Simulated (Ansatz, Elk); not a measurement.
**Bonding as seen by X-rays: NaLiMnO2**

The structure of NaLiMnO2 used here is made up (a known structure type with other elements) and was relaxed beforehand with PBEsol. The aim is the Fourier transform of its all-electron density, F(hkl), set beside the sum over free spherical atoms that refinements use.

Method: DFT, PBE, all-electron APW+lo, Dirac cores, scalar-relativistic bands, static density, ferromagnetic start, in Elk 11.2.3 (patched build).

The structure was built from a prototype and need not be the compound's stable phase.

## Step 1: Set-up

Symmetry: P3m1, No. 156, trigonal system. Conventional cell: a = 3.324 Å, b = 3.324 Å, c = 5.927 Å, α = 90.00°, β = 90.00°, γ = 120.00°. Nearest to Mn lie 4 O at 1.98 to 2.07 Å. Na has 6 O at 2.49 Å nearest. O has 3 Li at 1.93 Å and 1 Mn at 1.98 Å and 3 Na at 2.49 Å nearest. O has 3 Mn at 2.07 Å and 3 Na at 2.49 Å nearest. Nearest to Li lie 3 O at 1.93 Å. Farther neighbours and most contacts between anions are not listed.

## Step 2: Ground state and structure factors

An all-electron density is needed, since X-rays see the cores too. Task 0 finds the density and task 195 Fourier-transforms it; tshift is off so that phases refer to the origin typed.

The input, elk.in:

```
tasks
  0
  195
  196

xctype
  20

spinpol
  .true.

rgkmax
  7.0

gmaxvr
  14.0

lmaxo
  7

lmaxapw
  8

swidth
  0.002

tshift
  .false.

ramdisk
  .false.

hmaxvr
  5.5

maxscl
  120

epspot
  1e-06

reducebf
  0.8

sppath
  './'

avec
  6.28209445703 -0.00000000000 0.00000000000
  -3.14104722851 5.44045338876 -0.00000000000
  0.00000000000 -0.00000000000 11.20069581796

atoms
  4
  'Mn.in'
  1
  -0.0000000000 0.0000000000 0.3798197266   0.000000 0.000000 -0.185000
  'Na.in'
  1
  0.3333333333 0.6666666667 0.9804979208   0.000000 0.000000 0.000000
  'O.in'
  2
  -0.0000000000 0.0000000000 0.7141469574   0.000000 0.000000 0.000000
  0.6666666667 0.3333333333 0.2489434461   0.000000 0.000000 0.000000
  'Li.in'
  1
  0.6666666667 0.3333333333 0.6783919491   0.000000 0.000000 0.000000

ngridk
  7 7 4
```

On the command line:

```
$ OMP_NUM_THREADS=4 elk
```

Numbers of over 12 decimals in the logs are rounded to 6 here.

Log:

```text
┌─────────────────────────┐
│ Elk code version 11.2.3 │
└─────────────────────────┘

All units are atomic (Hartree, Bohr, etc.)

┌─────────────────────────────────────────────────┐
│ Ground-state run starting from atomic densities │
└─────────────────────────────────────────────────┘

Lattice vectors :
   6.282094457      -0.000000000       0.000000000
  -3.141047229       5.440453389      -0.000000000
   0.000000000      -0.000000000       11.20069582

Reciprocal lattice vectors :
   1.000173644      0.5774505228       0.000000000
   0.000000000       1.154901046       0.000000000
   0.000000000       0.000000000      0.5609638374

Unit cell volume      :    382.8111325
Brillouin zone volume :   0.6479702191

Muffin-tin inner radius fraction :   0.1000000000E-01

Nuclei treated as point charges

Species : 1 (Mn)
 parameters loaded from : Mn.in
 name : manganese
 nuclear charge    :   -25.00000000
 electronic charge :    25.00000000
 atomic mass :    100145.9370
 muffin-tin radius :    2.111255780
 number of radial points in muffin-tin :    993
 inner part over the whole radius :   0.9865030969E-02
 number on inner part of muffin-tin    :    697
 approximate nuclear radius :   0.7074591925E-04
 number of mesh points to nuclear radius :    333
 atomic positions (lattice), magnetic fields (Cartesian) :
  1 :   0.00000000  0.00000000  0.37981973    0.00000000  0.00000000 -0.18500000

Species : 2 (Na)
 parameters loaded from : Na.in
 name : sodium
 nuclear charge    :   -11.00000000
 electronic charge :    11.00000000
 atomic mass :    41907.78703
 muffin-tin radius :    2.200000000
 number of radial points in muffin-tin :    793
 inner part over the whole radius :   0.9883648912E-02
 number on inner part of muffin-tin    :    551
 approximate nuclear radius :   0.5574345702E-04
 number of mesh points to nuclear radius :    238
 atomic positions (lattice), magnetic fields (Cartesian) :
  1 :   0.33333333  0.66666667  0.98049792    0.00000000  0.00000000  0.00000000

Species : 3 (O)
 parameters loaded from : O.in
 name : oxygen
 nuclear charge    :   -8.000000000
 electronic charge :    8.000000000
 atomic mass :    29165.12205
 muffin-tin radius :    1.583441835
 number of radial points in muffin-tin :    593
 inner part over the whole radius :   0.9865869040E-02
 number on inner part of muffin-tin    :    406
 approximate nuclear radius :   0.5115538663E-04
 number of mesh points to nuclear radius :    174
 atomic positions (lattice), magnetic fields (Cartesian) :
  1 :   0.00000000  0.00000000  0.71414696    0.00000000  0.00000000  0.00000000
  2 :   0.66666667  0.33333333  0.24894345    0.00000000  0.00000000  0.00000000

Species : 4 (Li)
 parameters loaded from : Li.in
 name : lithium
 nuclear charge    :   -3.000000000
 electronic charge :    3.000000000
 atomic mass :    12652.66898
 muffin-tin radius :    1.800000000
 number of radial points in muffin-tin :    593
 inner part over the whole radius :   0.9806707936E-02
 number on inner part of muffin-tin    :    401
 approximate nuclear radius :   0.4000070961E-04
 number of mesh points to nuclear radius :    148
 atomic positions (lattice), magnetic fields (Cartesian) :
  1 :   0.66666667  0.33333333  0.67839195    0.00000000  0.00000000  0.00000000

Total number of atoms per unit cell :    5
Total muffin-tin volume :    141.7109746
 ratio of muffin-tin to unit cell volume :   0.3701850926

Spin treatment :
 spin-polarised
 global magnetic field (Cartesian) :    0.000000000       0.000000000       0.000000000
 collinear magnetisation in z-direction

Number of Bravais lattice symmetries :   24
Number of crystal symmetries         :    6
Crystal has no inversion symmetry
Complex Hermitian eigensolver will be used

k-point grid :      7     7     4
k-point offset :    0.000000000       0.000000000       0.000000000
k-point set is reduced with full crystal symmetry group
Total number of k-points :       48

Muffin-tin radius times maximum |G+k| :    7.000000000
 using average radius
[...]
[... loops 3 to 23 left out ...]

┌──────────────────┐
│ Loop number : 24 │
└──────────────────┘

Energies :
 Fermi                       :     0.183896
 sum of occupied eigenvalues :     -837.25991809003
 electron kinetic            :      1493.6372937550
 core electron kinetic       :      1283.5190068854
 Coulomb                     :     -2887.0013770835
 Coulomb potential           :     -2219.7923170232
 nuclear-nuclear             :     -235.26451704249
 electron-nuclear            :     -3090.4067886155
 Hartree                     :      438.66992857451
 Madelung                    :     -1777.1052185719
 xc potential                :     -110.74319262258
 xc effective B-field        :    -0.361692
 external B-field            :      0.000000
 exchange                    :     -83.743290022383
 correlation                 :     -2.130013
 electron entropic           :    -0.41826453795287E-04
 total energy                :     -1479.2374282365
 (external B-field energy excluded from total)

Density of states at Fermi energy :    2.367397349
 (states/Hartree/unit cell)

Estimated indirect band gap :   0.2420810087E-01
 from k-point 1 to k-point 13
Estimated direct band gap   :   0.2519082006E-01
 at k-point 1

Charges :
 core                        :    16.00000000
 valence                     :    39.00000000
 interstitial                :    5.354307381
 muffin-tins (core leakage)
  species : 1 (Mn)
[...]
species : 2 (Na)
[...]
species : 3 (O)
[...]
species : 4 (Li)
   atom 1                    :    2.261875647     (   0.000000000    )
 total in muffin-tins        :    49.64569262
 total calculated charge     :    54.99950256
 total charge                :    55.00000000
 error                       :   0.4974354339E-03

Moments :
 interstitial                :   0.5270176713
 muffin-tins
  species : 1 (Mn)
[...]
species : 2 (Na)
[...]
species : 3 (O)
[...]
species : 4 (Li)
[...]
total in muffin-tins        :    4.472970554
 total moment                :    4.999988225

RMS change in Kohn-Sham potential (target) :   0.7395175901E-06 (  0.1000000000E-05)
Absolute change in total energy (target)   :   0.3174593530E-05 (  0.1000000000E-03)

Convergence targets achieved

┌──────────────────┐
│ Loop number : 25 │
└──────────────────┘

Energies :
 Fermi                       :     0.183896
 sum of occupied eigenvalues :     -837.25991870353
 electron kinetic            :      1493.6372890597
 core electron kinetic       :      1283.5190036601
 Coulomb                     :     -2887.0013728012
 Coulomb potential           :     -2219.7923293706
 nuclear-nuclear             :     -235.26451704249
 electron-nuclear            :     -3090.4067677459
 Hartree                     :      438.66991198722
 Madelung                    :     -1777.1052081159
 xc potential                :     -110.74317619542
 xc effective B-field        :    -0.361691
 external B-field            :      0.000000
 exchange                    :     -83.743288713383
 correlation                 :     -2.130013
 electron entropic           :    -0.41827363102860E-04
 total energy                :     -1479.2374273991
 (external B-field energy excluded from total)

Density of states at Fermi energy :    2.367429128
 (states/Hartree/unit cell)

Estimated indirect band gap :   0.2420791984E-01
 from k-point 1 to k-point 13
Estimated direct band gap   :   0.2519033413E-01
 at k-point 1

Charges :
 core                        :    16.00000000
 valence                     :    39.00000000
 interstitial                :    5.354307583
 muffin-tins (core leakage)
  species : 1 (Mn)
[...]
species : 2 (Na)
   atom 1                    :    10.09508390     ( -0.9715865712E-07)
  species : 3 (O)
   atom 1                    :    7.092865845     ( -0.1345719429E-06)
   atom 2                    :    7.076237536     ( -0.1347504428E-06)
  species : 4 (Li)
   atom 1                    :    2.261875508     (   0.000000000    )
 total in muffin-tins        :    49.64569242
 total calculated charge     :    54.99950256
 total charge                :    55.00000000
 error                       :   0.4974361575E-03

Moments :
 interstitial                :   0.5270192620
 muffin-tins
  species : 1 (Mn)
[...]
species : 2 (Na)
[...]
species : 3 (O)
   atom 1                    :   0.9454661309E-01
   atom 2                    :   0.1916294969
  species : 4 (Li)
   atom 1                    :   0.5833567068E-02
 total in muffin-tins        :    4.472968962
 total moment                :    4.999988225

┌──────────────────────────────┐
│ Self-consistent loop stopped │
└──────────────────────────────┘

Wrote STATE.OUT
```

Run time: 5 min. Hardware: 4 threads of Arm Neoverse V2, shared host; peak memory 0.33 GiB; 19 min of CPU time.

SFACRHO.OUT:

```text

h k l indices transformed by vhmat matrix:
   1.000000000       0.000000000       0.000000000    
   0.000000000       1.000000000       0.000000000    
   0.000000000       0.000000000       1.000000000    

      h      k      l  multipl.   |H|            Re(F)            Im(F)           |F|

      0      0      0      1   0.0000000       55.000002      0.11785556E-15   55.000002    
      0      0     -1      1  0.56096384      -9.7108190      -12.579063       15.891281    
      0      0      1      1  0.56096384      -9.7108190       12.579063       15.891281    
      0      0     -2      1   1.1219277      -3.8754913       17.775848       18.193411    
      0      0      2      1   1.1219277      -3.8754913      -17.775848       18.193411    
      1      0      0      3   1.1549010       17.933208      0.35837654       17.936789    
     -1      0      0      3   1.1549010       17.933208     -0.35837654       17.936789    
      1     -1     -1      3   1.2839302      -14.488899      -13.502885       19.805456    
     -1      0      1      3   1.2839302      -23.914027      -2.2502390       24.019664    
     -1      1     -1      3   1.2839302      -23.914027       2.2502390       24.019664    
      1      0      1      3   1.2839302      -14.488899       13.502885       19.805456    
     -1      1      2      3   1.6101298      -1.3944338      -3.3726061       3.6495093    
      0      1     -2      3   1.6101298      -1.3944338       3.3726061       3.6495093    
      1     -1      2      3   1.6101298      -7.0017588      -26.887508       27.784217    
     -1      1     -2      3   1.6101298      -7.0017588       26.887508       27.784217    
      0      0      3      1   1.6828915       22.654463       9.8860512       24.717579    
      0      0     -3      1   1.6828915       22.654463      -9.8860512       24.717579    
     -1     -1      0      6   2.0003473       32.298533      0.30616126E-13   32.298533
```

Elk indexes on the primitive cell of elk.in and gives |H| = 4π sin θ/λ in inverse bohr. Below, one row stands for each form hkl of the conventional cell (m members, Friedel mates merged), F is for one primitive cell and the density is static (no thermal factor). Free-atom factors are Waasmaier and Kirfel's, and R is Σm||F|−|F'||/Σm|F|.

```tsv
hkl	m	sin θ/λ (Å⁻¹)	abs F, DFT	neutral atoms	diff.	abs of complex diff.	ions	diff.
001	2	0.084	15.891	15.932	-0.041	0.199	15.593	+0.298
002	2	0.169	18.193	18.254	-0.061	0.790	18.220	-0.026
100	6	0.174	17.937	17.712	+0.225	0.419	17.968	-0.031
101	6	0.193	19.805	20.194	-0.389	0.439	19.776	+0.030
011	6	0.193	24.020	23.687	+0.332	0.504	24.215	-0.195
102	6	0.242	3.649	3.773	-0.124	0.156	3.756	-0.106
012	6	0.242	27.784	27.722	+0.063	0.074	27.970	-0.185
003	2	0.253	24.718	24.644	+0.074	0.074	24.849	-0.131
110	6	0.301	32.298	32.314	-0.016	0.016	32.392	-0.093
013	6	0.307	16.985	16.923	+0.061	0.066	16.950	+0.034
103	6	0.307	23.679	23.677	+0.002	0.018	23.735	-0.056
111	12	0.312	10.521	10.469	+0.052	0.052	10.554	-0.033
004	2	0.337	9.706	9.718	-0.012	0.040	9.749	-0.043
112	12	0.345	13.322	13.302	+0.020	0.034	13.399	-0.077
```

The ions are Na+, Li+, Mn2+ and O2−, by formal charge.

## Step 3: The magnetisation density

The same run holds the spin density, and task 196 transforms it. The order is that of the start, and no other was tried.

SFACMAG_1.OUT:

```text

h k l indices transformed by vhmat matrix:
   1.000000000       0.000000000       0.000000000    
   0.000000000       1.000000000       0.000000000    
   0.000000000       0.000000000       1.000000000    

      h      k      l  multipl.   |H|            Re(F)            Im(F)           |F|

      0      0      0      1   0.0000000       4.9999885     -0.43253204E-17   4.9999885    
      0      0     -1      1  0.56096384      -3.0315460      -2.9730806       4.2461134    
      0      0      1      1  0.56096384      -3.0315460       2.9730806       4.2461134    
      0      0     -2      1   1.1219277      0.35057496E-01   3.2464911       3.2466804    
      0      0      2      1   1.1219277      0.35057496E-01  -3.2464911       3.2466804    
      1      0      0      3   1.1549010       3.1597565     -0.84696177E-01   3.1608914    
     -1      0      0      3   1.1549010       3.1597565      0.84696177E-01   3.1608914    
      1     -1     -1      3   1.2839302      -2.0206718      -1.8475991       2.7380170    
     -1      0      1      3   1.2839302      -2.2053982       1.9486762       2.9429781    
     -1      1     -1      3   1.2839302      -2.2053982      -1.9486762       2.9429781    
      1      0      1      3   1.2839302      -2.0206718       1.8475991       2.7380170    
     -1      1      2      3   1.6101298      0.15674960      -2.2570545       2.2624910    
      0      1     -2      3   1.6101298      0.15674960       2.2570545       2.2624910    
      1     -1      2      3   1.6101298      0.73684932E-01  -2.4764445       2.4775405    
     -1      1     -2      3   1.6101298      0.73684932E-01   2.4764445       2.4775405    
      0      0      3      1   1.6828915       1.3772957       1.8117838       2.2758524
```

The total moment is 5.00 μB a cell; sphere moments: Mn1 +4.17, Na2 +0.01, O3 +0.09, O4 +0.19, Li5 +0.01 μB. Polarised neutrons measure spin and orbital magnetisation together; without spin-orbit coupling the run gives the spin part:

```tsv
hkl	sin θ/λ (Å⁻¹)	abs F_M (μB)
001	0.084	4.246
002	0.169	3.247
100	0.174	3.161
101	0.193	2.738
011	0.193	2.943
102	0.242	2.263
012	0.242	2.477
003	0.253	2.276
110	0.301	1.907
013	0.307	1.882
103	0.307	1.799
111	0.312	1.710
004	0.337	1.371
112	0.345	1.391
```

## Step 4: The highest occupied states alone

An energy window below the Fermi level keeps the highest occupied states, to see at which angles they scatter; shallow core shells can lie inside it and anion s states outside. No new self-consistency is needed.

Changes to elk.in since step 2:

```diff
@@ -1,5 +1,3 @@
 tasks
-  0
   195
-  196
 
@@ -44,2 +42,5 @@
 
+wsfac
+  -0.257100 0.483900
+
 sppath
```

On the command line:

```
$ OMP_NUM_THREADS=4 elk
```

Log:

```text
┌─────────────────────────────────┐
│ Elk code version 11.2.3 started │
└─────────────────────────────────┘

Info(readinput): the functional depends on the density's gradient
 muffin-tin radial points multiplied by    2.00000
 (not where nrmtscf is given)

┌────────────────────┐
│ Current task : 195 │
└────────────────────┘
Info(checkmt): changed muffin-tin radius of species 1 (Mn) from   2.4000 to   2.1113
Info(checkmt): changed muffin-tin radius of species 3 (O) from   1.8000 to   1.5834

Info(sfacrho): density structure factors written to SFACRHO.OUT

 Energy window :  -0.2571000000      0.4839000000

┌──────────────────┐
│ Elk code stopped │
└──────────────────┘
```

The job ended after 6.9 s (4 threads; peak memory 0.16 GiB).

States within 12 eV below the Fermi level hold 17.00 electrons; any levels below the window count with the cores. Their amplitudes can exceed the total, where window and core parts have opposite phase:

```tsv
hkl	sin θ/λ (Å⁻¹)	abs F, window	abs F, all
001	0.084	5.742	15.891
002	0.169	6.296	18.193
100	0.174	5.820	17.937
101	0.193	2.072	19.805
011	0.193	5.744	24.020
102	0.242	0.686	3.649
012	0.242	3.693	27.784
003	0.253	3.051	24.718
110	0.301	4.905	32.298
013	0.307	4.632	16.985
```

(Part 1 of 2 ends here.)

[Logs are printed without paths, hosts, clocks, repeated set-up lines and the standing remarks that a program may print on its own settings, such as how far it seeks lower states.]

[Hosts, paths, dates, database ids (printed as entryN), source tags and the programs' standing remarks are cut or masked in the printed files.]
